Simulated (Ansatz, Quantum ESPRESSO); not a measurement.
# Conductance against width: vacuum gaps between two Na(100) faces, part 4 of 5

How fast does transmission decay with width? The series: vacuum gaps between two Na(100) faces.

Quantum ESPRESSO 7.5; plane-wave DFT, PBE, GBRV ultrasoft pseudopotentials; cross-check by Ansatz 0.2.0 with PAW datasets.

So far. Step 6 (Transmission with pwcond.x, 6 Å): T goes from 0.339 to 0.131, a factor of 2.6. Step 7 (The same in Ansatz, 6 Å): Ansatz finds T = 0.130 against pwcond's 0.131.

## 8. Ground state, 7 Å

Level of this step: plane-wave DFT, PBE, GBRV ultrasoft pseudopotentials (Quantum ESPRESSO 7.5).

The input, j2.scf.in:

```
&control
  prefix = 'j2.scf'
  outdir = './out'
  pseudo_dir = './pseudo'
  calculation = 'scf'
  tprnfor = .true.
/
&system
  ibrav = 0
  nat = 16
  ntyp = 1
  ecutwfc = 40
  ecutrho = 200
  occupations = 'smearing'
  smearing = 'mv'
  degauss = 0.01
/
&electrons
  conv_thr = 1e-07
  mixing_beta = 0.25
  electron_maxstep = 120
  mixing_mode = 'local-TF'
/
ATOMIC_SPECIES
  Na  22.9898  na_pbe_v1.5.uspp.F.UPF
CELL_PARAMETERS angstrom
  4.20000000000000 0.00000000000000 0.00000000000000
  0.00000000000000 4.20000000000000 0.00000000000000
  0.00000000000000 0.00000000000000 38.50000000000000
ATOMIC_POSITIONS crystal
  Na  0.000000000000 0.000000000000 0.000000000000
  Na  0.500000000000 0.500000000000 0.054545454545
  Na  0.000000000000 0.000000000000 0.109090909091
  Na  0.500000000000 0.500000000000 0.163636363636
  Na  0.000000000000 0.000000000000 0.218181818182
  Na  0.500000000000 0.500000000000 0.272727272727
  Na  0.000000000000 0.000000000000 0.327272727273
  Na  0.500000000000 0.500000000000 0.381818181818
  Na  0.000000000000 0.000000000000 0.563636363636
  Na  0.500000000000 0.500000000000 0.618181818182
  Na  0.000000000000 0.000000000000 0.672727272727
  Na  0.500000000000 0.500000000000 0.727272727273
  Na  0.000000000000 0.000000000000 0.781818181818
  Na  0.500000000000 0.500000000000 0.836363636364
  Na  0.000000000000 0.000000000000 0.890909090909
  Na  0.500000000000 0.500000000000 0.945454545455
K_POINTS automatic
  6 6 1 0 0 0
```

Run with:

```
> OMP_NUM_THREADS=1 mpirun -n 4 pw.x -nk 2 -in j2.scf.in > j2.scf.out
```

The log of the run:

```text
[banner, memory and clock lines left out]
Program PWSCF v.7.5 starts
[...]
number of electrons       =       144.00
     number of Kohn-Sham states=           86
     kinetic-energy cutoff     =      40.0000  Ry
     charge density cutoff     =     200.0000  Ry
[...]
number of k points=    10  Marzari-Vanderbilt smearing, width (Ry)=  0.0100
[...]
Dense  grid:   218779 G-vectors     FFT dimensions: (  36,  36, 360)
[...]
Starting wfcs are   80 randomized atomic wfcs +    6 random wfcs
     estimated scf accuracy    <       0.59840837 Ry
     estimated scf accuracy    <       0.45881359 Ry
     estimated scf accuracy    <       0.02207176 Ry
     estimated scf accuracy    <       0.04715437 Ry
     estimated scf accuracy    <       0.00696154 Ry
     estimated scf accuracy    <       0.00353065 Ry
     estimated scf accuracy    <       0.00015255 Ry
     estimated scf accuracy    <       0.00004879 Ry
     estimated scf accuracy    <       0.00009301 Ry
     estimated scf accuracy    <       0.00001949 Ry
     estimated scf accuracy    <       0.00000077 Ry
     estimated scf accuracy    <       0.00000018 Ry
[...]
the Fermi energy is     1.0786 ev
!    total energy              =   -1525.49422777 Ry
     estimated scf accuracy    <       0.00000009 Ry
     smearing contrib. (-TS)   =       0.00001880 Ry
     internal energy E=F+TS    =   -1525.49424657 Ry
[...]
one-electron contribution =   -2250.57162882 Ry
     hartree contribution      =    1128.58223898 Ry
     xc contribution           =    -228.91338671 Ry
     ewald contribution        =    -174.59147002 Ry
     convergence has been achieved in  13 iterations
[...]
Total force =     0.002336     Total SCF correction =     0.001179
[...]
```

The job ended after 2 min (4 MPI ranks of Arm Neoverse V1, shared host; peak memory 1.2 GiB).

This step gave:

```
free energy  : -20755.4063 eV
Fermi energy : 1.079 eV
```

## 9. The open system, 7 Å

The input, j2.cond.in:

```
&inputcond
  outdir = './out'
  prefixt = 'j2.scf'
  tran_file = 'j2.cond.dat'
  bdl = 1.0000000000
  bds = 9.1666666667
  ikind = 1
  ewind = 4.0
  epsproj = 1e-05
  nz1 = 7
  energy0 = 0.4
  denergy = -0.4
/
15
  0.00000000 0.00000000 0.01562500
  0.00000000 0.12500000 0.06250000
  0.00000000 0.25000000 0.06250000
  0.00000000 0.37500000 0.06250000
  0.00000000 0.50000000 0.03125000
  0.12500000 0.12500000 0.06250000
  0.12500000 0.25000000 0.12500000
  0.12500000 0.37500000 0.12500000
  0.12500000 0.50000000 0.06250000
  0.25000000 0.25000000 0.06250000
  0.25000000 0.37500000 0.12500000
  0.25000000 0.50000000 0.06250000
  0.37500000 0.37500000 0.06250000
  0.37500000 0.50000000 0.06250000
  0.50000000 0.50000000 0.01562500
3
```

Run with:

```
> OMP_NUM_THREADS=1 mpirun -n 4 pwcond.x -in j2.cond.in > j2.cond.out
```

The log of the run:

```text
[banner, memory and clock lines left out]
Program PWCOND v.7.5 starts

     ./out/j2.scf.save/

     IMPORTANT: XC functional enforced from input :
     Exchange-correlation= PBE
                           (   1   4   3   4   0   0   0)
     Any further DFT definition will be discarded
     Please, verify this is what you really want

     Reading collected, re-writing distributed wavefunctions

===== INPUT FILE containing all the regions =====

     GEOMETRY:

     lattice parameter (alat)  =       7.9368  a.u.
     the volume                =    4583.0639 (a.u.)^3
[...]
---  ie =          2  ik =         15
 Nchannels of the left tip =            0
 Right moving states:
   k1(2pi/a)   k2(2pi/a)   E-Ef (eV)
 Left moving states:
   k1(2pi/a)   k2(2pi/a)   E-Ef (eV)

 to transmit
          E-Ef(ev), T =    0.0000000   0.0000000
---  E-Ef =   -0.4000000  k =    0.5000000   0.5000000
---  ie =          3  ik =         15
 Nchannels of the left tip =            0
 Right moving states:
   k1(2pi/a)   k2(2pi/a)   E-Ef (eV)
 Left moving states:
   k1(2pi/a)   k2(2pi/a)   E-Ef (eV)

 to transmit
          E-Ef(ev), T =   -0.4000000   0.0000000
   T_tot     0.40000      0.13592E+00
   T_tot     0.00000      0.67681E-01
   T_tot    -0.40000      0.30755E-01
```

The job ended after 2.3 min (4 MPI ranks; peak memory 0.39 GiB; 9.3 min of CPU time).

Read from the output:

```
transmission at the Fermi level, one spin : 0.03384
conductance                               : 0.03384 G₀
```

Per spin; mean over the k mesh across the current. Transmission, zone mean against energy, zero at the Fermi level:

```csv
energy (eV),"transmission, zone mean"
-0.400,0.0154
0.000,0.0338
0.400,0.0680
```

At 0.000 eV; k in fractions of b1, b2. Transmission by k point:

```csv
k1,k2,weight,t,channels
0,0,0.01562,0.1658,1
0,0.125,0.0625,0.1343,1
0,0.25,0.0625,0.06725,1
0,0.375,0.0625,0.01798,1
0,0.5,0.03125,0.005371,2
0.125,0.125,0.0625,0.1077,1
0.125,0.25,0.125,0.05215,1
0.125,0.375,0.125,0.0132,1
0.125,0.5,0.0625,0.00414,2
0.25,0.25,0.0625,0.02102,1
0.25,0.375,0.125,0.005756,1
0.25,0.5,0.0625,0.001121,2
0.375,0.375,0.0625,0.001546,1
0.375,0.5,0.0625,0,0
0.5,0.5,0.01562,0,0
```

T goes from 0.131 to 0.0338, a factor of 3.9.

## 10. The same in Ansatz, 7 Å

Level of this step: plane-wave DFT, PBE, Ansatz PAW (Ansatz 0.2.0).

The input, input.yaml:

```yaml
crystal:
  lattice:
    - [4.2, 0.0, 0.0]
    - [0.0, 4.2, 0.0]
    - [0.0, 0.0, 38.5]
  atoms:
    - { symbol: Na, position: [0.0, 0.0, 0.0] }
    - { symbol: Na, position: [0.5, 0.5, 0.0545454545] }
    - { symbol: Na, position: [0.0, 0.0, 0.1090909091] }
    - { symbol: Na, position: [0.5, 0.5, 0.1636363636] }
    - { symbol: Na, position: [0.0, 0.0, 0.2181818182] }
    - { symbol: Na, position: [0.5, 0.5, 0.2727272727] }
    - { symbol: Na, position: [0.0, 0.0, 0.3272727273] }
    - { symbol: Na, position: [0.5, 0.5, 0.3818181818] }
    - { symbol: Na, position: [0.0, 0.0, 0.5636363636] }
    - { symbol: Na, position: [0.5, 0.5, 0.6181818182] }
    - { symbol: Na, position: [0.0, 0.0, 0.6727272727] }
    - { symbol: Na, position: [0.5, 0.5, 0.7272727273] }
    - { symbol: Na, position: [0.0, 0.0, 0.7818181818] }
    - { symbol: Na, position: [0.5, 0.5, 0.8363636364] }
    - { symbol: Na, position: [0.0, 0.0, 0.8909090909] }
    - { symbol: Na, position: [0.5, 0.5, 0.9454545455] }
kpoints:
  mp_grid: { grid: [6, 6, 1] }
hamiltonian:
  xc: pbe
scf:
  occupations: { method: fermi_dirac, width: 0.1 }
  convergence: { dr2_threshold: 1.0e-08 }
output:
  transmission: { leads: [[0, 2]], e_range: [-0.4, 0.4], de: 0.4, kmesh: [8, 8] }
  write_potential: true
  write_density: true
  volumetric_format: npy
```

Run with:

```
> ansatz run input.yaml --threads 4 --pin off --max-ram 8192MiB --backend cpu --events-out ev --progress --plain --runs-dir out
```

The log of the run:

```text
[...]
Crystal: 16 atoms, lattice volume = 679.140 Å³
Basis set: ecut = 420 eV, 13141 PW (Γ)
Bands: 88, of which v1, the nominal top of the filled ones, is band 72 counted from 1 (71 counted from 0)
Symmetry: 16 space group operations
[...]
k-points: 10 of 36
[...]
k-point 9: bands = [... 68 lower, 2.2158, 2.2158, 2.4068, 2.4068, 2.4709, 2.4709, 2.5578, 2.5578, ... 12 higher]
--- Transmission ---
  basis      : 149 plane waves across, 49 finite elements along
  points     : 15, standing for a mesh of 8 x 8
[...]
channels       : 1.078125e0 a spin
[...]
slowest decay  : 0.1330 /Å at (0.5000, 0.3750)
  junction   : crystal 0 to crystal 0, -0.35 to 33.95 Å
    transmission   : 3.394759e-2 a spin
[...]
[key lines of the parts left out:]
SCF converged after 8 iterations
Free energy (F): -23782.343467 eV
Fermi energy:    1.208326 eV
```

Run time: 53 s. Hardware: 4 threads; peak memory 1.5 GiB.

Read from the output:

| Property | Result |
| --- | --- |
| free energy | -23782.3435 eV |
| energy at zero smearing | -23782.2099 eV |
| smearing term TS | 0.2671 eV |
| Fermi energy | 1.208 eV |
| transmission at the Fermi level, one spin | 0.03395 |
| step of the lead's Hamiltonian over a period | 21.8 meV |

Per spin; mean over the k mesh across the current. The transmission, zone mean by energy, zero at the Fermi level:

```csv
energy (eV),"transmission, zone mean"
-0.400,0.0157
0.000,0.0339
0.400,0.0684
```

Ansatz finds T = 0.0339 against pwcond's 0.0338.

## 11. Ground state, 8 Å

Level of this step: plane-wave DFT, PBE, GBRV ultrasoft pseudopotentials (Quantum ESPRESSO 7.5).

The input, j3.scf.in:

```
&control
  prefix = 'j3.scf'
  outdir = './out'
  pseudo_dir = './pseudo'
  calculation = 'scf'
  tprnfor = .true.
/
&system
  ibrav = 0
  nat = 16
  ntyp = 1
  ecutwfc = 40
  ecutrho = 200
  occupations = 'smearing'
  smearing = 'mv'
  degauss = 0.01
/
&electrons
  conv_thr = 1e-07
  mixing_beta = 0.25
  electron_maxstep = 120
  mixing_mode = 'local-TF'
/
ATOMIC_SPECIES
  Na  22.9898  na_pbe_v1.5.uspp.F.UPF
CELL_PARAMETERS angstrom
  4.20000000000000 0.00000000000000 0.00000000000000
  0.00000000000000 4.20000000000000 0.00000000000000
  0.00000000000000 0.00000000000000 39.50000000000000
ATOMIC_POSITIONS crystal
  Na  0.000000000000 0.000000000000 0.000000000000
  Na  0.500000000000 0.500000000000 0.053164556962
  Na  0.000000000000 0.000000000000 0.106329113924
  Na  0.500000000000 0.500000000000 0.159493670886
  Na  0.000000000000 0.000000000000 0.212658227848
  Na  0.500000000000 0.500000000000 0.265822784810
  Na  0.000000000000 0.000000000000 0.318987341772
  Na  0.500000000000 0.500000000000 0.372151898734
  Na  0.000000000000 0.000000000000 0.574683544304
  Na  0.500000000000 0.500000000000 0.627848101266
  Na  0.000000000000 0.000000000000 0.681012658228
  Na  0.500000000000 0.500000000000 0.734177215190
  Na  0.000000000000 0.000000000000 0.787341772152
  Na  0.500000000000 0.500000000000 0.840506329114
  Na  0.000000000000 0.000000000000 0.893670886076
  Na  0.500000000000 0.500000000000 0.946835443038
K_POINTS automatic
  6 6 1 0 0 0
```

Run with:

```
> OMP_NUM_THREADS=1 mpirun -n 4 pw.x -nk 2 -in j3.scf.in > j3.scf.out
```

The log of the run:

```text
[banner, memory and clock lines left out]
Program PWSCF v.7.5 starts
[...]
number of electrons       =       144.00
     number of Kohn-Sham states=           86
     kinetic-energy cutoff     =      40.0000  Ry
     charge density cutoff     =     200.0000  Ry
[...]
number of k points=    10  Marzari-Vanderbilt smearing, width (Ry)=  0.0100
[...]
Dense  grid:   224533 G-vectors     FFT dimensions: (  36,  36, 360)
[...]
Starting wfcs are   80 randomized atomic wfcs +    6 random wfcs
     estimated scf accuracy    <       0.59927818 Ry
     estimated scf accuracy    <       0.46130009 Ry
     estimated scf accuracy    <       0.01905097 Ry
     estimated scf accuracy    <       0.04733367 Ry
     estimated scf accuracy    <       0.00619029 Ry
     estimated scf accuracy    <       0.00475005 Ry
     estimated scf accuracy    <       0.00014895 Ry
     estimated scf accuracy    <       0.00006631 Ry
     estimated scf accuracy    <       0.00002480 Ry
     estimated scf accuracy    <       0.00000567 Ry
     estimated scf accuracy    <       0.00000042 Ry
     estimated scf accuracy    <       0.00000029 Ry
[...]
the Fermi energy is     0.9875 ev
!    total energy              =   -1525.49431946 Ry
     estimated scf accuracy    <       0.00000007 Ry
     smearing contrib. (-TS)   =       0.00007443 Ry
     internal energy E=F+TS    =   -1525.49439390 Ry
[...]
one-electron contribution =   -2589.03580121 Ry
     hartree contribution      =    1297.33249641 Ry
     xc contribution           =    -228.91334563 Ry
     ewald contribution        =      -4.87774346 Ry
     convergence has been achieved in  13 iterations
[...]
Total force =     0.002334     Total SCF correction =     0.000984
[...]
```

Elapsed: 2.1 min, on 4 MPI ranks; peak memory 1.2 GiB.

This step gave:

```
free energy  : -20755.4076 eV
Fermi energy : 0.9875 eV
```

## 12. Transmission with pwcond.x, 8 Å

j3.cond.in is the input of step 9 with these lines changed:

```diff
@@ -2,6 +2,6 @@
   outdir = './out'
-  prefixt = 'j2.scf'
-  tran_file = 'j2.cond.dat'
+  prefixt = 'j3.scf'
+  tran_file = 'j3.cond.dat'
   bdl = 1.0000000000
-  bds = 9.1666666667
+  bds = 9.4047619048
   ikind = 1
```

Run with:

```
> OMP_NUM_THREADS=1 mpirun -n 4 pwcond.x -in j3.cond.in > j3.cond.out
```

The log of the run:

```text
[banner, memory and clock lines left out]
Program PWCOND v.7.5 starts

     ./out/j3.scf.save/

     IMPORTANT: XC functional enforced from input :
     Exchange-correlation= PBE
                           (   1   4   3   4   0   0   0)
     Any further DFT definition will be discarded
     Please, verify this is what you really want

     Reading collected, re-writing distributed wavefunctions

===== INPUT FILE containing all the regions =====

     GEOMETRY:

     lattice parameter (alat)  =       7.9368  a.u.
     the volume                =    4702.1045 (a.u.)^3
[...]
---  ie =          2  ik =         15
 Nchannels of the left tip =            0
 Right moving states:
   k1(2pi/a)   k2(2pi/a)   E-Ef (eV)
 Left moving states:
   k1(2pi/a)   k2(2pi/a)   E-Ef (eV)

 to transmit
          E-Ef(ev), T =    0.0000000   0.0000000
---  E-Ef =   -0.4000000  k =    0.5000000   0.5000000
---  ie =          3  ik =         15
 Nchannels of the left tip =            0
 Right moving states:
   k1(2pi/a)   k2(2pi/a)   E-Ef (eV)
 Left moving states:
   k1(2pi/a)   k2(2pi/a)   E-Ef (eV)

 to transmit
          E-Ef(ev), T =   -0.4000000   0.0000000
   T_tot     0.40000      0.39722E-01
   T_tot     0.00000      0.16601E-01
   T_tot    -0.40000      0.64657E-02
```

The job ended after 2.6 min (4 MPI ranks; peak memory 0.4 GiB).

Numbers from this step:

- transmission at the Fermi level, one spin: 0.008301
- conductance: 0.008301 G₀

Per spin; mean over the k mesh across the current. Table of transmission, zone mean by energy, zero at the Fermi level:

```csv
energy (eV),"transmission, zone mean"
-0.400,0.00323
0.000,0.00830
0.400,0.0199
```

T goes from 0.0338 to 0.00830, a factor of 4.1.

## 13. The same in Ansatz, 8 Å

Level of this step: plane-wave DFT, PBE, Ansatz PAW (Ansatz 0.2.0).

input.yaml, the sections that differ from step 10:

```yaml
crystal:
  lattice:
    - [4.2, 0.0, 0.0]
    - [0.0, 4.2, 0.0]
    - [0.0, 0.0, 39.5]
  atoms:
    - { symbol: Na, position: [0.0, 0.0, 0.0] }
    - { symbol: Na, position: [0.5, 0.5, 0.053164557] }
    - { symbol: Na, position: [0.0, 0.0, 0.1063291139] }
    - { symbol: Na, position: [0.5, 0.5, 0.1594936709] }
    - { symbol: Na, position: [0.0, 0.0, 0.2126582278] }
    - { symbol: Na, position: [0.5, 0.5, 0.2658227848] }
    - { symbol: Na, position: [0.0, 0.0, 0.3189873418] }
    - { symbol: Na, position: [0.5, 0.5, 0.3721518987] }
    - { symbol: Na, position: [0.0, 0.0, 0.5746835443] }
    - { symbol: Na, position: [0.5, 0.5, 0.6278481013] }
    - { symbol: Na, position: [0.0, 0.0, 0.6810126582] }
    - { symbol: Na, position: [0.5, 0.5, 0.7341772152] }
    - { symbol: Na, position: [0.0, 0.0, 0.7873417722] }
    - { symbol: Na, position: [0.5, 0.5, 0.8405063291] }
    - { symbol: Na, position: [0.0, 0.0, 0.8936708861] }
    - { symbol: Na, position: [0.5, 0.5, 0.946835443] }
# kpoints, hamiltonian, scf, output: as in step 10
```

Run with:

```
> ansatz run input.yaml --threads 4 --pin off --max-ram 8192MiB --backend cpu --events-out ev --progress --plain --runs-dir out
```

The log of the run:

```text
[...]
Crystal: 16 atoms, lattice volume = 696.780 Å³
Basis set: ecut = 420 eV, 13465 PW (Γ)
Bands: 88, of which v1, the nominal top of the filled ones, is band 72 counted from 1 (71 counted from 0)
Symmetry: 16 space group operations
[...]
k-points: 10 of 36
[...]
k-point 9: bands = [... 68 lower, 2.1213, 2.1213, 2.3111, 2.3111, 2.3762, 2.3762, 2.4628, 2.4628, ... 12 higher]
--- Transmission ---
  basis      : 149 plane waves across, 52 finite elements along
  points     : 15, standing for a mesh of 8 x 8
[...]
channels       : 1.078125e0 a spin
[...]
slowest decay  : 0.1329 /Å at (0.5000, 0.3750)
  junction   : crystal 0 to crystal 0, -0.35 to 34.95 Å
    transmission   : 8.008101e-3 a spin
[...]
[key lines of the parts left out:]
SCF converged after 8 iterations
Free energy (F): -23782.341901 eV
Fermi energy:    1.113660 eV
```

Run time: 53 s. Hardware: 4 threads; peak memory 1.6 GiB; 3.3 min of CPU time.

This step gave:

```
free energy                               : -23782.3419 eV
energy at zero smearing                   : -23782.2103 eV
smearing term TS                          : 0.2632 eV
Fermi energy                              : 1.114 eV
transmission at the Fermi level, one spin : 0.008008
```

Per spin; mean over the k mesh across the current. The transmission, zone mean by energy, zero at the Fermi level:

```csv
energy (eV),"transmission, zone mean"
-0.400,0.00321
0.000,0.00801
0.400,0.0192
```

Ansatz finds T = 0.00801 against pwcond's 0.00830.

## 14. SCF with pw.x, 9 Å

Level of this step: plane-wave DFT, PBE, GBRV ultrasoft pseudopotentials (Quantum ESPRESSO 7.5).

The input, j4.scf.in:

```
&control
  prefix = 'j4.scf'
  outdir = './out'
  pseudo_dir = './pseudo'
  calculation = 'scf'
  tprnfor = .true.
/
&system
  ibrav = 0
  nat = 16
  ntyp = 1
  ecutwfc = 40
  ecutrho = 200
  occupations = 'smearing'
  smearing = 'mv'
  degauss = 0.01
/
&electrons
  conv_thr = 1e-07
  mixing_beta = 0.25
  electron_maxstep = 120
  mixing_mode = 'local-TF'
/
ATOMIC_SPECIES
  Na  22.9898  na_pbe_v1.5.uspp.F.UPF
CELL_PARAMETERS angstrom
  4.20000000000000 0.00000000000000 0.00000000000000
  0.00000000000000 4.20000000000000 0.00000000000000
  0.00000000000000 0.00000000000000 40.50000000000000
ATOMIC_POSITIONS crystal
  Na  0.000000000000 0.000000000000 0.000000000000
  Na  0.500000000000 0.500000000000 0.051851851852
  Na  0.000000000000 0.000000000000 0.103703703704
  Na  0.500000000000 0.500000000000 0.155555555556
  Na  0.000000000000 0.000000000000 0.207407407407
  Na  0.500000000000 0.500000000000 0.259259259259
  Na  0.000000000000 0.000000000000 0.311111111111
  Na  0.500000000000 0.500000000000 0.362962962963
  Na  0.000000000000 0.000000000000 0.585185185185
  Na  0.500000000000 0.500000000000 0.637037037037
  Na  0.000000000000 0.000000000000 0.688888888889
  Na  0.500000000000 0.500000000000 0.740740740741
  Na  0.000000000000 0.000000000000 0.792592592593
  Na  0.500000000000 0.500000000000 0.844444444444
  Na  0.000000000000 0.000000000000 0.896296296296
  Na  0.500000000000 0.500000000000 0.948148148148
K_POINTS automatic
  6 6 1 0 0 0
```

Run with:

```
> OMP_NUM_THREADS=1 mpirun -n 4 pw.x -nk 2 -in j4.scf.in > j4.scf.out
```

The log of the run:

```text
[banner, memory and clock lines left out]
Program PWSCF v.7.5 starts
[...]
number of electrons       =       144.00
     number of Kohn-Sham states=           86
     kinetic-energy cutoff     =      40.0000  Ry
     charge density cutoff     =     200.0000  Ry
[...]
number of k points=    10  Marzari-Vanderbilt smearing, width (Ry)=  0.0100
[...]
Dense  grid:   230165 G-vectors     FFT dimensions: (  36,  36, 360)
[...]
Starting wfcs are   80 randomized atomic wfcs +    6 random wfcs
     estimated scf accuracy    <       0.59957098 Ry
     estimated scf accuracy    <       0.46141311 Ry
     estimated scf accuracy    <       0.01730226 Ry
     estimated scf accuracy    <       0.04131426 Ry
     estimated scf accuracy    <       0.00595335 Ry
     estimated scf accuracy    <       0.00463060 Ry
     estimated scf accuracy    <       0.00027844 Ry
     estimated scf accuracy    <       0.00016234 Ry
     estimated scf accuracy    <       0.00001762 Ry
     estimated scf accuracy    <       0.00003617 Ry
     estimated scf accuracy    <       0.00000130 Ry
     estimated scf accuracy    <       0.00000062 Ry
[...]
the Fermi energy is     0.8981 ev
!    total energy              =   -1525.49443744 Ry
     estimated scf accuracy    <       0.00000003 Ry
     smearing contrib. (-TS)   =       0.00008728 Ry
     internal energy E=F+TS    =   -1525.49452472 Ry
[...]
one-electron contribution =   -2975.08160106 Ry
     hartree contribution      =    1489.87833589 Ry
     xc contribution           =    -228.91365947 Ry
     ewald contribution        =     188.62239992 Ry
     convergence has been achieved in  13 iterations
[...]
Total force =     0.002474     Total SCF correction =     0.000340
[...]
```

The job ended after 2.1 min (4 MPI ranks; peak memory 1.2 GiB).

Read from the output:

```
free energy  : -20755.4092 eV
Fermi energy : 0.8981 eV
```

(Part 4 of 5 ends here.)

[Long decimals in the printed logs are rounded to 6 places.]

[Repeated lines of the later SCF iterations (solver, time, negative density, dipole) and banner, clock, host and MPI lines are left out of these logs without a mark at each place.]

[Logs are printed without paths, hosts, clocks, repeated set-up lines and the standing remarks that a program may print on its own settings, such as how far it seeks lower states.]

[Hosts, paths, dates, database ids (printed as entryN), source tags and the programs' standing remarks are cut or masked in the printed files.]

[Maps of the electrostatic potential energy from Ansatz leave out the sawtooth potential of an applied field or a dipole correction, so their vacuum need not be flat; planar profiles and work functions include it.]
